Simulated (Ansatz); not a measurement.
# Molecular dynamics of liquid pyrrole at 300 K (150 atoms)

Aim: follow liquid pyrrole at 300 K (150 atoms) for a short time with forces from DFT, then look at structure and electrons in the last frame.

Main program and level: Ansatz 0.2.0; Kohn-Sham DFT, LDA, PAW (set soft_2), plane waves.

### Step 1. Starting point

The cell holds 150 atoms: 60 C, 15 N and 75 H. Cell: a = 11.988 Å, b = 11.988 Å, c = 11.988 Å, α = 90.0°, β = 90.0°, γ = 90.0°. 15 pyrrole placed at random, at 0.97 g/cm³; overlaps pushed apart, then 10 ps at 450 K with MMFF94 bonds, angles, torsions, charges and radii (Halgren, J. Comput. Chem. 17, 490 (1996)) in harmonic and 12-6 forms. Snapshot after 20 ps at 300 K and fixed volume.

What the set-up can't give: The network of contacts between molecules at the start is that of the classical potential that made the cell. The functional has no dispersion term, which matters for the binding between molecules or layers, where LDA binds through overlap of densities alone. The density was typed from a rule of thumb and may lie off the real one at this temperature. Sampling is at Γ alone, for a cell whose shortest periodic width is 12 Å.

### Step 2. Dynamics at 300 K

Without a thermostat the total energy must stay constant, which tests forces and time step. The time step is 0.5 fs, short enough for the stretching of bonds to hydrogen.

input.yaml

```yaml
crystal:
  lattice:
    - [11.98793, 0.0, 0.0]
    - [0.0, 11.98793, 0.0]
    - [0.0, 0.0, 11.98793]
  atoms:
    - { symbol: C, position: [0.39554, 0.44714, 0.29836] }
    - { symbol: C, position: [0.34711, 0.5074, 0.21057] }
    - { symbol: C, position: [0.28293, 0.59063, 0.25257] }
    - { symbol: "N", position: [0.28134, 0.56974, 0.36788] }
    [... 140 atom lines left out ...]
    - { symbol: C, position: [0.31016, 0.16707, 0.46916] }
    - { symbol: H, position: [0.13852, 0.10676, 0.45103] }
    - { symbol: H, position: [0.22582, 0.01065, 0.25768] }
    - { symbol: H, position: [0.43587, 0.08493, 0.23799] }
    - { symbol: H, position: [0.47853, 0.19338, 0.41029] }
    - { symbol: H, position: [0.32751, 0.2059, 0.54751] }
kpoints:
  mp_grid: { grid: [1, 1, 1] }
hamiltonian:
  xc: lda
scf:
  occupations: { method: gaussian, width: 0.025 }
output:
  forces: true
md:
  timestep: 0.5
  n_steps: 229
  ensemble: nve
  temperature: 300
  initial_velocities: maxwell_boltzmann
  seed: 1126
```

Command:

```sh
$ ansatz run input.yaml --threads 4 --pin off --max-ram 8192MiB --backend cpu --events-out ev --progress --plain --runs-dir out
```

The job ended after 24 min (4 threads of Arm Neoverse V2, shared host; peak memory 1.9 GiB; 1.5 h of CPU time).

The program notes that it switched symmetry off.

Rows from the run:

```csv
time (fs),T (K),potential (meV/atom),conserved (meV/atom)
0.0,300,0.0,0.00
7.5,296,0.6,0.02
15.5,312,-1.5,0.01
23.0,281,2.4,0.02
30.5,297,0.4,0.02
38.0,305,-0.7,0.01
46.0,288,1.6,0.03
53.5,292,1.0,0.00
61.0,304,-0.5,0.01
68.5,297,0.4,0.02
76.5,289,1.5,0.01
84.0,291,1.2,0.02
91.5,288,1.5,0.00
99.0,298,0.2,0.03
107.0,285,1.9,-0.03
114.5,278,2.8,0.04
```

Mean square displacement from the first frame to the last: C 0.18 Å², N 0.20 Å², H 0.39 Å².

Table of mean square displacement by time lag:

```csv
time lag (fs),C (Å²),H (Å²),N (Å²)
0.5,1.6e-5,1.7e-4,1.4e-5
2.5,3.9e-4,0.00408,3.4e-4
5.0,0.00148,0.0135,0.00128
7.5,0.00304,0.0241,0.00266
12.0,0.00630,0.0460,0.00566
14.5,0.00806,0.0584,0.00737
17.0,0.00967,0.0662,0.00902
19.5,0.0112,0.0690,0.0107
21.5,0.0124,0.0701,0.0121
24.0,0.0141,0.0715,0.0141
26.5,0.0160,0.0717,0.0163
31.0,0.0197,0.0691,0.0208
33.5,0.0220,0.0712,0.0236
36.0,0.0243,0.0756,0.0265
38.5,0.0267,0.0798,0.0294
40.5,0.0287,0.0832,0.0318
43.0,0.0316,0.0894,0.0351
45.5,0.0348,0.0981,0.0386
50.0,0.0419,0.113,0.0458
52.5,0.0462,0.121,0.0503
55.0,0.0508,0.131,0.0551
57.5,0.0554,0.142,0.0600
```

The drift taken off is the plain mean over atoms, not the centre of mass, so with hydrogen in the cell the heavy atoms' values at short lags are too large.

Over the second half of 114 fs the temperature averages 291 K with swings of 17 K r.m.s. The conserved energy stays within 0.05 meV/atom. From first frame to last H has the largest mean square displacement, 0.39 Å² at the end; the farthest move is 1.51 Å. The run spans 0.11 ps, too short for its means to be equilibrium values.

### Step 3. Distances and neighbours late in the run

The g(r) is a mean over the second half; what follows it is taken at the last frame.

Density 0.97 g/cm³, 11.49 Å³ an atom.

Mean of 14 frames. Pair distribution functions g(r), in bins of 0.2 Å:

```csv
r (Å),total,H-H,H-C,H-N,C-C,C-N,N-N
0.90,0.12,0.00,0.00,1.24,0.00,0.00,0.00
1.10,3.80,0.00,7.66,7.37,0.00,0.00,0.00
1.30,1.78,0.00,0.00,0.00,5.45,11.33,0.00
1.50,0.62,0.00,0.00,0.00,3.38,0.99,0.00
1.70,0.02,0.06,0.00,0.00,0.00,0.00,0.00
1.90,0.04,0.12,0.03,0.00,0.00,0.00,0.00
2.10,1.36,0.26,1.89,3.50,0.43,1.49,0.00
2.30,1.88,0.64,2.32,0.62,2.98,3.17,0.00
2.50,0.62,1.66,0.41,0.39,0.00,0.00,0.00
2.70,0.75,1.97,0.48,0.60,0.00,0.00,0.00
2.90,0.58,1.21,0.53,0.51,0.00,0.17,0.20
3.10,0.74,1.03,0.81,0.79,0.03,0.72,1.21
3.30,1.50,1.02,2.20,2.29,0.10,1.19,1.71
3.50,0.80,0.83,0.87,0.80,0.33,1.30,1.23
3.70,0.83,0.78,0.85,1.15,0.77,0.61,0.76
3.90,0.88,0.72,0.90,1.11,1.07,0.58,1.34
4.10,1.00,1.04,0.99,0.95,1.13,0.81,0.42
4.30,1.18,1.54,1.00,1.01,1.39,0.86,0.52
4.50,1.02,0.99,1.05,0.88,1.21,0.79,0.13
4.70,1.04,1.06,1.02,0.95,1.21,0.87,0.53
4.90,0.98,0.90,0.92,0.91,1.23,1.14,0.62
5.10,0.98,0.89,0.91,0.81,1.40,1.11,0.35
5.30,1.02,0.88,1.01,1.08,1.28,1.02,0.83
5.50,1.04,0.95,0.98,1.04,1.25,1.16,1.01
5.70,1.03,0.98,0.97,1.04,1.18,1.18,1.39
5.90,1.04,0.97,1.03,1.00,1.11,1.14,1.60
```

Bonds by pair of elements; cutoffs follow the first minimum of g(r), held within bounds set by covalent radii, and pairs that aren't listed don't count as bonded:

```csv
pair A-B,cutoff (Å),bonds,mean length (Å),spread (Å),shortest (Å),B about A,A about B
H-C,1.34,60,1.09,0.03,1.03,0.8,1
H-N,1.27,15,1.05,0.03,0.985,0.2,1
C-C,1.82,45,1.39,0.032,1.33,1.5,1.5
C-N,1.79,30,1.36,0.028,1.31,0.5,2
```

How many atoms have how many bonded neighbours:

```csv
element,mean,1,3
C,3,0,60
H,1,75,0
N,3,0,15
```

Bond angles, per cent of each kind in bins of 5°:

```csv
angle (°),C-C-H,C-C-C,C-C-N,H-C-N,C-N-H
100–105,0.0,13.3,10.0,0.0,0.0
105–110,0.0,76.7,70.0,0.0,0.0
110–115,0.0,10.0,20.0,23.3,0.0
115–120,1.1,0.0,0.0,43.3,16.7
120–125,27.8,0.0,0.0,30.0,46.7
125–130,36.7,0.0,0.0,0.0,23.3
130–135,22.2,0.0,0.0,3.3,13.3
135–140,7.8,0.0,0.0,0.0,0.0
140–145,4.4,0.0,0.0,0.0,0.0
```

Bond angles (no mean is given where the spread exceeds 20°):

```csv
angle,count,mean (°),spread (°)
C-C-H,90,128,5.1
C-C-C,30,107,2.6
C-C-N,30,108,2.1
H-C-N,30,118,4.2
C-N-H,30,125,4.5
```

Rings of the network by King's shortest-path rule, up to 12 atoms, one path for each pair of neighbours; H, halogens, alkali and alkaline-earth atoms are left out, and the last column divides by all other atoms, bonded or not:

```csv
ring size (atoms),rings,per network atom
5,15,0.2
```

First main peaks of g(r), for some of the pairs, lie near 2.6 Å (H-H), 1.1 Å (H-C), 1.0 Å (H-N), 1.4 Å (C-C), 1.4 Å (C-N) and 3.3 Å (N-N). Counting bonds as in the table, all C atoms have 3, all H atoms have 1 and all N atoms have 3 bonded neighbours. The C-C-H angle averages 128° with a spread of 5°. All rings counted have 5 atoms.

### Step 4. Single point at the last frame

The last frame is solved again with fuller output, to read the electronic structure of a thermally displaced geometry.

input.yaml

```yaml
crystal:
  lattice:
    - [11.98793, 0.0, 0.0]
    - [0.0, 11.98793, 0.0]
    - [0.0, 0.0, 11.98793]
  atoms:
    - { symbol: C, position: [0.38784, 0.45949, 0.29195] }
    - { symbol: C, position: [0.30103, 0.49438, 0.22021] }
    - { symbol: C, position: [0.2482, 0.58584, 0.26815] }
    - { symbol: "N", position: [0.30295, 0.60387, 0.36678] }
    [... 140 atom lines left out ...]
    - { symbol: C, position: [0.30327, 0.16229, 0.464] }
    - { symbol: H, position: [0.14817, 0.0696, 0.46867] }
    - { symbol: H, position: [0.20839, 0.98694, 0.27794] }
    - { symbol: H, position: [0.40476, 0.09867, 0.21951] }
    - { symbol: H, position: [0.45871, 0.20611, 0.3987] }
    - { symbol: H, position: [0.31452, 0.2219, 0.53473] }
kpoints:
  mp_grid: { grid: [1, 1, 1] }
hamiltonian:
  xc: lda
scf:
  occupations: { method: gaussian, width: 0.025 }
output:
  forces: true
  stress: true
  populations: true
  dos:
    method: { smearing: { sigma: 0.15 } }
    de: 0.1
    projected: { site_lists: { C: [C], H: [H], "N": ["N"] } }
  eigenvalues: true
  write_density: true
  write_potential: true
  volumetric_format: npy
```

Run time: 22 s. Hardware: 4 threads; peak memory 1.8 GiB.

The run gave:

```yaml
free_energy: -21351.4257 eV
free_energy_per_atom: -142.3428 eV/atom
scf_cycles: 10
pressure: -0.6695 GPa
r_m_s_force_component: 0.961 eV/Å
longest_force: 4.5 eV/Å
fermi_energy: 1.635 eV
spacing_of_highest_filled_and_lowest_empty_level: 3.661 eV
spilling_of_the_projection: 0.01174
```

Length of the force by element:

```csv
element,coordination,atoms,mean length of the force (eV/Å),spread,least,most
C,all,60,1.84,0.927,0.304,4.50
H,all,75,0.994,0.506,0.182,2.62
N,all,15,2.04,0.620,1.13,3.29
```

Löwdin charges by element (they lack the spilled electrons, 0.031 e an atom on average):

```csv
element,coordination,atoms,mean charge (e),spread,least,most
C,all,60,-0.168,0.0562,-0.251,-0.0808
H,all,75,0.226,0.0513,0.158,0.338
N,all,15,-0.152,0.0132,-0.175,-0.12
```

States in the cell by windows of 1 eV, zero at the Fermi level; the larger projections on atomic orbitals stand beside the total:

```csv
from (eV),to (eV),total,C p,H s,N p
-10,-9,8.2,3.9,2.1,0.2
-9,-8,4.5,2.6,0.7,1.0
-8,-7,53.2,29.0,9.9,12.7
-7,-6,72.6,45.5,14.6,10.2
-6,-5,19.7,14.4,4.2,0.5
-5,-4,0.0,0.0,0.0,0.0
-4,-3,23.0,15.7,0.1,7.0
-3,-2,33.5,30.1,0.1,3.0
-2,-1,3.5,3.3,0.0,0.1
-1,1,0.0,0.0,0.0,0.0
1,2,2.3,0.5,0.9,0.1
2,3,41.7,20.4,5.4,5.0
3,4,49.3,21.8,8.1,1.6
4,5,35.5,8.0,8.0,0.7
```

Between -23 and -10 eV lie 172 more states.

The levels nearest the highest filled one (over half full), pooled over k-points and spins:

```csv
level less the highest filled one (eV),occupation
-0.513,2
-0.490,2
-0.378,2
-0.309,2
-0.184,2
0,2
3.66,0
3.89,0
3.98,0
4.02,0
4.08,0
4.14,0
```

Mean Löwdin charges: C -0.17, H +0.23, N -0.15 e (they miss 1.2 % of the electrons, so they add up to more than the cell's charge). The largest share in the top eV of filled states is C p (94 % of the projected weight), and in the lowest eV of empty states C p (60 % of the projected weight).

### Step 5. Results

- mean temperature, second half: 291 K
- temperature swing, second half: 17.29 K
- slope of the conserved energy against time, by least squares: -0.0069 meV/atom/ps
- free energy per atom: -142.3428 eV/atom
- pressure: -0.6695 GPa
- r.m.s. force component: 0.961 eV/Å
- gap (highest filled to lowest empty level): 3.661 eV
- wall time of the 2 DFT runs: 24 min

In words: Over the second half of 114 fs the temperature averages 291 K with swings of 17 K r.m.s. The conserved energy stays within 0.05 meV/atom. The run spans 0.11 ps, too short for its means to be equilibrium values. Counting bonds as in the table, all C atoms have 3, all H atoms have 1 and all N atoms have 3 bonded neighbours. The highest filled and lowest empty levels differ by 3.66 eV (at Γ alone); a local or semilocal functional tends to put such gaps too low. In a disordered cell it changes from sample to sample and from frame to frame.

Caveats: The network of contacts between molecules at the start is that of the classical potential that made the cell; DFT moved the atoms only locally, and no bond changed. The pressure of a single frame lacks the kinetic term, about 0.35 GPa here.

[Logs are printed without paths, hosts, clocks, repeated set-up lines and the standing remarks that a program may print on its own settings, such as how far it seeks lower states.]

[Hosts, paths, dates, database ids (printed as entryN), source tags and the programs' standing remarks are cut or masked in the printed files.]

[The MMFF94 radii named for the starting cell were scaled by 0.96; in molecules described by MMFF94, hydrogen bound to N, O or S took a small fixed 12-6 site in their place.]
